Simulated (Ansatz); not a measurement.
# H_i (bond centre, by Br) in CsLi2Br3 (Immm): charge-transition levels and formation energies

Aim: at which Fermi levels does H_i (bond centre, by Br) in CsLi2Br3 (Immm) change its charge? The model is a cell of 72 host atoms with 1 H put in.

Program: Ansatz 0.2.0. Level of theory: place-levels on PBEsol runs: charge-transition levels and formation energies with image-charge correction and potential alignment at the atomic sites. Results are calculated unless marked as measured.

## 1. Set-up

The cell holds 73 atoms: 12 Cs, 24 Li, 36 Br and 1 H. Cell: a = 13.853 Å, b = 11.980 Å, c = 13.179 Å, α = 90.0°, β = 90.0°, γ = 67.3°. It derives from CsLi2Br3 (space group Immm). Nearest the centre at fractional (0.667, 0.500, 0.596): H73 at 0.00 Å, Br69 at 1.26 Å, Li57 at 1.27 Å, Br66 at 3.20 Å, Br44 at 3.20 Å, Br63 at 3.37 Å, Br39 at 3.37 Å, Li53 at 3.79 Å.

Known beforehand: the electronic dielectric constant, (3.11, 3.22, 3.04), and the static one, (6.58, 24.18, 6.70), from a response run on this crystal (DFPT, PBEsol) at that run's own cell.

The cell's shortest repeat is 12.0 Å.

## 2. The runs of each charge state

Levels follow from differences of total energies between charge states, each relaxed by itself.

Each atom starts 0.05 Å or so off its site in a random direction: a symmetric start keeps its symmetry, and would miss off-centre moves and Jahn–Teller distortions. Forces are taken at one point at (¼, ¼, ¼). The cell holds 1 electron more than the neutral one, with a uniform background that keeps it neutral on the whole.

The sampling was tested on the host first: at the k-points planned (1x1x1 shifted 0.25 0.25 0.25) its energy lies 0.002 eV an atom from the dense-mesh value, under the bound of 0.02 eV set for this test; that bounds the host's error, not the defect's.

One of the inputs; charge, spin and start change from state to state.

qm1.relax/input.yaml reads:

```yaml
crystal:
  lattice:
    - [13.85313979, 0.0, 0.0]
    - [4.61771326, 11.05374873, 0.0]
    - [0.0, 0.0, 13.17917308]
  atoms:
    - { symbol: Cs, position: [0.0, 0.5, 0.0] }
    - { symbol: Cs, position: [0.08333333, 0.75, 0.5] }
[... 6 atom lines left out ...]
    - { symbol: Li, position: [0.0, 0.5, 0.69204169] }
[... 11 atom lines left out ...]
    - { symbol: Br, position: [0.0, 0.5, 0.5] }
[... 4 atom lines left out ...]
    - { symbol: Cs, position: [0.41666667, 0.75, 0.5] }
[... 1 atom line left out ...]
    - { symbol: Cs, position: [0.58333333, 0.25, 0.5] }
[... 1 atom line left out ...]
    - { symbol: Li, position: [0.41666667, 0.75, 0.80795831] }
[... 1 atom line left out ...]
    - { symbol: Li, position: [0.58333333, 0.25, 0.80795831] }
    - { symbol: Li, position: [0.33333333, 0.5, 0.69204169] }
[... 5 atom lines left out ...]
    - { symbol: Br, position: [0.5, 0.5, 0.78187158] }
[... 4 atom lines left out ...]
    - { symbol: Br, position: [0.58333333, 0.75, 0.71812842] }
    - { symbol: Br, position: [0.33333333, 0.5, 0.5] }
[... 4 atom lines left out ...]
    - { symbol: Cs, position: [0.75, 0.75, 0.5] }
[... 1 atom line left out ...]
    - { symbol: Cs, position: [0.91666667, 0.25, 0.5] }
    - { symbol: Li, position: [0.66666667, 0.5, 0.30795831] }
    - { symbol: Li, position: [0.75, 0.75, 0.80795831] }
[... 1 atom line left out ...]
    - { symbol: Li, position: [0.91666667, 0.25, 0.80795831] }
    - { symbol: Li, position: [0.66666667, 0.5, 0.69204169] }
[... 5 atom lines left out ...]
    - { symbol: Br, position: [0.83333333, 0.5, 0.78187158] }
[... 2 atom lines left out ...]
    - { symbol: Br, position: [0.75, 0.25, 0.71812842] }
[... 2 atom lines left out ...]
    - { symbol: Br, position: [0.66666667, 0.5, 0.5] }
[... 3 atom lines left out ...]
    - { symbol: H, position: [0.666667, 0.5, 0.595672] }
  host:
    repeats: [3, 1, 1]
    atoms:
      - { symbol: Cs, position: [0.0, 0.5, 0.0] }
      - { symbol: Cs, position: [0.25, 0.75, 0.5] }
      # ... 22 more atoms of the perfect host
total_charge: -1
basis:
  ecutwfc: 420
  xc_grid: 2
hamiltonian:
  xc: pbesol
kpoints:
  mp_grid: { grid: [1, 1, 1], shift: [0.25, 0.25, 0.25] }
scf:
  occupations: { method: fixed }
  max_iter: 100
output:
  forces: true
  charged_corrections:
    epsilon: [3.11, 3.22, 3.04]
    static_epsilon: [6.58, 24.18, 6.7]
    defect_position: [0.666667, 0.5, 0.595672]
relax:
  f_tol: 0.02
  max_steps: 80
  random_displacement: { amplitude: 0.05, seed: 7880 }
checkpoint:
  write: "../qm1.relax.run"
  compress: false
  write_wavefunctions: true
  write_every: 100000
```

Started as:

```bash
> ansatz run input.yaml --threads 4 --pin off --max-ram 14131MiB --backend cpu --events-out ev --progress --plain --runs-dir out
```

The relaxed structure is kept and the sampling changed to a 2×2×2 shifted mesh.

The run of this state that the levels use, under PBEsol:

qm1.point/input.yaml reads:

```yaml
crystal:
  checkpoint: "../qm1.relax.run"
  host: checkpoint
total_charge: -1
basis:
  ecutwfc: 420
  xc_grid: 2
hamiltonian:
  xc: pbesol
kpoints:
  mp_grid: { grid: [2, 2, 2], shift: [0.5, 0.5, 0.5] }
scf:
  occupations: { method: fermi_dirac, width: 0.01 }
  max_iter: 100
output:
  forces: true
  eigenvalues: true
  charged_corrections:
    epsilon: [3.11, 3.22, 3.04]
    static_epsilon: [6.58, 24.18, 6.7]
    defect_position: [0.666667, 0.5, 0.595672]
  eigenstates: { localisation: true }
  populations: true
  band_densities: [{ bands: [v1, v1] }, { bands: [c1, c1] }]
  write_density: true
  write_potential: true
  volumetric_format: npy
checkpoint:
  read: "../qm1.relax.run"
  write: "../qm1.point.run"
  compress: false
  write_wavefunctions: false
  write_every: 100000
```

Relaxations under PBEsol at one point at (¼, ¼, ¼); times on 4 threads of Arm Neoverse V1, shared host:

| charge | moment (μB) | occupations | outcome | steps | largest displacement against the far atoms (Å) | time |
| --- | --- | --- | --- | --- | --- | --- |
| −1 | 0 | fixed | converged | 23 | 2.31 | 8.5 min |
| 0 | 1 | fixed | converged | 19 | 2.26 | 17 min |
| +1 | 0 | fixed | converged | 17 | 1.54 | 6.2 min |

Single points under PBEsol at a 2×2×2 shifted mesh; times on 4 threads of Arm Neoverse V1, shared host:

| charge | moment (μB) | occupations | outcome | time |
| --- | --- | --- | --- | --- |
| −1 | 0 | fermi-dirac | converged | 3.5 min |
| 0 | 1 | fermi-dirac | converged | 7.3 min |
| +1 | 0 | fermi-dirac | converged | 3.5 min |

Distances (Å) from H73 to the nearest atoms after relaxation with PBEsol:

| charge | moment (μB) | 1. | 2. | 3. | 4. | 5. | 6. |
| --- | --- | --- | --- | --- | --- | --- | --- |
| −1 | 0 | Li 1.77 | Li 1.77 | Cs 2.89 | Cs 2.89 | Br 2.98 | Br 3.08 |
| 0 | 1 | Li 2.36 | Br 2.39 | Li 2.50 | Br 2.82 | Br 2.90 | Cs 3.15 |
| +1 | 0 | Br 1.62 | Br 1.83 | Li 2.40 | Cs 3.26 | Cs 3.26 | Br 3.53 |

## 3. place-levels, PBEsol

A charged cell interacts with its images and the background, and its potential has another zero than the host's. place-levels removes the first by a point-charge model, screened by the static dielectric constant since the ions have relaxed around the charge, and the second by comparing potentials at atoms far from the defect.

The host is a run of the defect-free crystal in the same cutoffs, grids and k-points, so that basis and sampling errors cancel in part in the differences. Its band edges come from a run of the primitive cell that searches the zone for them. The host is run in a cell of 24 atoms on a matching mesh. Chemical potentials are energies per atom of H (H2 molecule), run with the same functional and cutoff.

levels.point.yaml reads:

```yaml
host:
  run: host.point.run
  levels_from: { run: edges.point.run }
states: [qm1.point.run, q0_M1.point.run, qp1.point.run]
geometry_from:
  qm1.point.run: qm1.relax.run
  q0_M1.point.run: q0_M1.relax.run
  qp1.point.run: qp1.relax.run
  host.point.run: host.relax.run
chemical_potentials:
  H:
    energy: -15.609288
    dataset: "<sha256 of the dataset>"
epsilon: [3.11, 3.22, 3.04]
static_epsilon: [6.58, 24.18, 6.7]
vertical:
  - { from: qm1.point.run, to: qm1.point_neutral.run }
  - { from: qp1.point.run, to: qp1.point_neutral.run }
```

Started as:

```bash
> ansatz place-levels levels.point.yaml -- --threads 4 --pin off --max-ram 14131MiB
```

Numbers of over 12 decimals in the logs are rounded to 6 here.

The program printed:

```text
[... repeated set-up lines and file paths are left out, and long positions are rounded to six places ...]
(+1/0) 2.735 eV above the valence edge, 1.578 eV under the conduction edge; not on the lower envelope
(0/-1) 1.757 eV above the valence edge, 2.556 eV under the conduction edge; not on the lower envelope
(+1/-1) 2.246 eV above the valence edge, 2.067 eV under the conduction edge: charges between them are lowest nowhere
formation energy of charge +1: -0.532 eV with the Fermi level at the valence edge
formation energy of charge 0: +2.204 eV with the Fermi level at the valence edge
formation energy of charge -1: +3.961 eV with the Fermi level at the valence edge
vertical -1 to 0: no energy, since no alignment is typed
  the change from vertical[0].from (qm1.point.run) to vertical[0].to (qm1.point_neutral.run): by its potential at epsilon [3.11, 3.22, 3.04] it stands at 0.502 0.500 0.602, with an rms radius of about 3.0 Å (1.9 1.0 2.1 Å across the planes of the cell's [...]
vertical +1 to 0: no energy, since no alignment is typed
  the change from vertical[1].from (qp1.point.run) to vertical[1].to (qp1.point_neutral.run): by its spins about the atoms it stands at 0.713 0.354 0.629, with an rms radius of about 4.3 Å (2.3 2.5 2.6 Å across the planes of the cell's vectors); [...]
  edges by pbesol of host.levels_from (edges.point.run), its mesh sampled to repeats of 36.94 Å (the valence edge +0.099 eV and the conduction edge -0.350 eV from those of the host's own run), gap 4.314 eV; the host is sampled to repeats of 28.81 Å
  the defect's cells are sampled to repeats of 28.81 Å, like sampling
  charge +1: -170550.6150 eV with its correction of +0.159 eV, at epsilon [6.58, 24.18, 6.7], aligned at sites: +0.0150 eV, mean over 40 atomic sites at or beyond 5.99 Å from the defect at [0.6667, 0.5000, 0.5957], with -0.000685 for the charge's moments and [...]
  charge 0: +0.000 eV for its dipole among its images, +0.000 omitted
  charge -1: -170541.5776 eV with its correction of +0.133 eV, at epsilon [6.58, 24.18, 6.7], aligned at sites: +0.0106 eV, mean over 40 atomic sites at or beyond 5.99 Å from the defect at [0.6667, 0.5000, 0.5957], with +0.000000 for the charge's moments and [...]
  of states[2] (qp1.point.run): it parts from the run at its places by a charge that spreads by about 2.5 Å along one vector (1.9 Å or more is wide), by the spins about the atoms, where the cell does not tell a trapped carrier from a band state. [...]
  of states[1] (q0_M1.point.run): its displacements don't fall off away from the defect: farther atoms stand 0.017 Å off the host's places. [...]
  of states[0] (qm1.point.run): its displacements don't fall off away from the defect: farther atoms stand 0.081 Å off the host's places. [...]
  of vertical[0].from (qm1.point.run): its displacements don't fall off away from the defect: farther atoms stand 0.081 Å off the host's places. [...]
  vertical[0].to (qm1.point_neutral.run): levels filled in part (TS 0.005 eV): its energy is of no whole electron's
  of vertical[0].to (qm1.point_neutral.run): its displacements don't fall off away from the defect: farther atoms stand 0.081 Å off the host's places. [...]
  of vertical[1].from (qp1.point.run): its displacements don't fall off away from the defect: farther atoms stand 0.042 Å off the host's places. [...]
  of vertical[1].to (qp1.point_neutral.run): its displacements don't fall off away from the defect: farther atoms stand 0.042 Å off the host's places. [...]
```

Run time: 0.38 s. Hardware: 4 threads of Arm Neoverse V1, shared host.

Under PBEsol the gap is 4.31 eV, (+1/0) 2.74, (0/−1) 1.76 eV; the steps are inverted, so the lowest state changes at (+1/−1) 2.25 eV.

Levels between the charges placed, in eV above the valence top:

|  | gap (eV) | (+1/0) | (0/−1) |
| --- | --- | --- | --- |
| PBEsol | 4.31 | 2.74 | 1.76 |

Corrections by state:

| charge | moment (μB) | image terms and alignment (eV) | band filling (eV) | ε used | over the lowest of its charge, as the program ranks them, band filling apart (eV) |
| --- | --- | --- | --- | --- | --- |
| +1 | 0.0 | 0.159 | - | principal values (6.58, 6.70, 24.18) | 0.000 |
| 0 | 1.0 | 0.000 | - | - | 0.000 |
| −1 | 0.0 | 0.133 | - | principal values (6.58, 6.70, 24.18) | 0.000 |

The charged structures listed were also run neutral, and place-levels reads from each pair, by the potential or the spins, how wide the charge is by which they differ; that can be the carrier of either run.

| charge | rms radius (Å) | spread where it is widest against the cell (Å) | wide from (Å) | reading |
| --- | --- | --- | --- | --- |
| +1 | 4.3 | 2.50 | 1.91 | wide |
| −1 | 3.0 | 2.13 | 2.28 | narrow |

The neutral runs of these pairs need not share the spin of the lowest neutral state, and very wide values only mean spread over the cell.

From the program's caveats on the states, each cut to its opening words:

- charge +1: it parts from the run at its places by a charge that spreads by about 2.5 Å along one vector (1.9 Å or more is wide), by the spins about the atoms, where the [...]
- charge +1: its displacements don't fall off away from the defect: farther atoms stand 0.042 Å off the host's places
- charge 0 (1 μB): its displacements don't fall off away from the defect: farther atoms stand 0.017 Å off the host's places
- charge 0 (1 μB): flagged: stability check not made
- charge −1: its displacements don't fall off away from the defect: farther atoms stand 0.081 Å off the host's places

Chemical potentials of the elements' reference phases, run alike. Formation energy by charge state (elemental references; gap 4.31 eV):

| charge | at valence top (eV) | at conduction bottom (eV) | correction included (eV) |
| --- | --- | --- | --- |
| +1 | -0.53 | 3.78 | 0.16 |
| 0 | 2.20 | 2.20 | 0.00 |
| −1 | 3.96 | -0.35 | 0.13 |

| Fermi level (eV) | lowest formation energy (eV) |
| --- | --- |
| 0.00 | -0.53 |
| 0.39 | -0.14 |
| 0.78 | 0.25 |
| 1.18 | 0.64 |
| 1.57 | 1.04 |
| 1.96 | 1.43 |
| 2.35 | 1.61 |
| 2.75 | 1.21 |
| 3.14 | 0.82 |
| 3.53 | 0.43 |
| 3.92 | 0.04 |
| 4.31 | -0.35 |

## 4. Effect of the sampling

The relaxations' own energies give the levels at their sampling, for comparison.

levels.relax_mesh.yaml reads:

```yaml
host:
  run: host.relax.run
  levels_from: { run: edges.relax.run }
states: [qm1.relax.run, q0_M1.relax.run, qp1.relax.run]
chemical_potentials:
  H:
    energy: -15.609288
    dataset: "<sha256 of the dataset>"
```

Started as:

```bash
> ansatz place-levels levels.relax_mesh.yaml -- --threads 4 --pin off --max-ram 14131MiB
```

The program printed:

```text
[...]
formation energy of charge +1: -0.540 eV with the Fermi level at the valence edge
formation energy of charge 0: +2.199 eV with the Fermi level at the valence edge
formation energy of charge -1: +3.946 eV with the Fermi level at the valence edge
  edges by pbesol of host.levels_from (edges.relax.run), its mesh sampled to repeats of 36.94 Å (the valence edge +0.098 eV and the conduction edge -0.350 eV from those of the host's own run), gap 4.314 eV; the host is sampled to repeats of 14.40 Å
[... the lines on each state left out ...]
```

The job ended after 0.14 s (4 threads).

Levels between neighbouring charges, in eV above the valence top:

|  | gap (eV) | (+1/0) | (0/−1) |
| --- | --- | --- | --- |
| one point at (¼, ¼, ¼) | 4.31 | 2.74 | 1.75 |
| a 2×2×2 shifted mesh | 4.31 | 2.74 | 1.76 |

Going from one point at (¼, ¼, ¼) to a 2×2×2 shifted mesh moves the levels that carry no band-filling term by up to 0.01 eV and formation energies against the elements by up to 0.02 eV.

## 5. place-levels, r2SCAN

r2SCAN on the same structure is run to see how far the result rests on the functional, though not on the errors that semilocal functionals share; the sampling changes too, to one point at (¼, ¼, ¼), so differences hold both changes.

qm1.r2scan/input.yaml reads:

```yaml
crystal:
  checkpoint: "../qm1.relax.run"
  host: checkpoint
total_charge: -1
basis:
  ecutwfc: 500
  xc_grid: 2
hamiltonian:
  xc: r2scan
kpoints:
  mp_grid: { grid: [1, 1, 1], shift: [0.25, 0.25, 0.25] }
scf:
  occupations: { method: fermi_dirac, width: 0.01 }
  max_iter: 100
output:
  forces: true
  eigenvalues: true
  charged_corrections:
    epsilon: [3.11, 3.22, 3.04]
    static_epsilon: [6.58, 24.18, 6.7]
    defect_position: [0.666667, 0.5, 0.595672]
checkpoint:
  write: "../qm1.r2scan.run"
  compress: false
  write_wavefunctions: false
  write_every: 100000
```

Run time: 69 s. Hardware: 4 threads; peak memory 4.4 GiB.

levels.r2scan.yaml reads:

```yaml
host:
  run: host.r2scan.run
  levels_from: { run: edges.r2scan.run }
states: [qm1.r2scan.run, q0_M1.r2scan.run, qp1.r2scan.run]
geometry_from:
  qm1.r2scan.run: qm1.relax.run
  q0_M1.r2scan.run: q0_M1.relax.run
  qp1.r2scan.run: qp1.relax.run
  host.r2scan.run: host.relax.run
chemical_potentials:
  H:
    energy: -15.945667
    dataset: "<sha256 of the dataset>"
```

Started as:

```bash
> ansatz place-levels levels.r2scan.yaml -- --threads 4 --pin off --max-ram 14131MiB
```

The program printed:

```text
[...]
formation energy of charge +1: -0.413 eV with the Fermi level at the valence edge
formation energy of charge 0: +2.303 eV with the Fermi level at the valence edge
formation energy of charge -1: +4.407 eV with the Fermi level at the valence edge
  edges by r2scan of host.levels_from (edges.r2scan.run), its mesh sampled to repeats of 36.94 Å (the valence edge +0.096 eV and the conduction edge -0.321 eV from those of the host's own run), gap 5.211 eV; the host is sampled to repeats of 14.40 Å
[... the lines on each state left out ...]
```

Run time: 0.24 s. Hardware: 4 threads.

Under r2SCAN the gap is 5.21 eV, (+1/0) 2.72, (0/−1) 2.10 eV; the steps are inverted, so the lowest state changes at (+1/−1) 2.41 eV.

## 6. The ladder

Levels between neighbouring charges, in eV above each run's own valence top:

|  | gap (eV) | (+1/0) | (0/−1) | CPU time a state at this stage (restarts are quicker than cold starts) |
| --- | --- | --- | --- | --- |
| PBEsol, 2×2×2 shifted mesh | 4.31 | 2.74 | 1.76 | 18 min |
| r2SCAN on PBEsol structures, (¼, ¼, ¼) | 5.21 | 2.72 | 2.10 | 7.8 min |

## 7. What came out

| Property | Result |
| --- | --- |
| gap of the host | 4.31 eV (PBEsol) |
| level (plus 1/0) | 2.74 eV above the valence top, not a change between lowest states |
| level (0/minus 1) | 1.76 eV above the valence top, not a change between lowest states |
| level (plus 1/minus 1) | 2.25 eV above the valence top |
| lowest of the charges placed, just above the valence top (0.02 eV) | +1 |
| lowest of the charges placed, just below the conduction bottom (0.02 eV) | −1 |
| lowest formation energy at mid-gap of the charges run, elemental references | 1.63 eV |

What this shows: Of the charges placed (−1, 0 and +1), the lowest changes at 2.25 eV (+1/−1) above the valence top, in a gap of 4.31 eV. (+1/−1) passes over charge 0, which lies 0.49 eV above the two there; a lower structure or spin state of it, if missed, would change that. Charges above +1 and below −1 were not placed, so these runs say nothing of levels that involve them. States placed: +1 at 0 μB; 0 at 1 μB; −1 at 0 μB. Other spin states or structures, where not listed, weren't placed. At charge −1, 0 and +1 the atom put in ends up to 2.3 Å from its starting place, so the name tells the start alone and the levels can join different sites. H is taken at its element; compounds, which aren't counted here, bound the chemical potentials and would shift these formation energies. Going from one point at (¼, ¼, ¼) to a 2×2×2 shifted mesh moves the levels that carry no band-filling term by up to 0.01 eV and formation energies against the elements by up to 0.02 eV. Limits: PBEsol makes the gap too small and tends to spread out bound carriers; spin–orbit coupling, which can matter with heavy atoms, is left out.

[Logs are printed without paths, hosts, clocks, repeated set-up lines and the standing remarks that a program may print on its own settings, such as how far it seeks lower states.]

[Hosts, paths, dates, database ids (printed as entryN), source tags and the programs' standing remarks are cut or masked in the printed files.]

[Where a table of states has a column of steps, it counts the stored structures, which are thinned; the runs took as many ionic steps or more.]

[A defect's name tells the site on which it was built; relaxed atoms can leave that site.]

[For some hosts the program warned that the k-mesh of the response run may be too coarse for force constants and the static dielectric constant; such warnings are not shown here.]
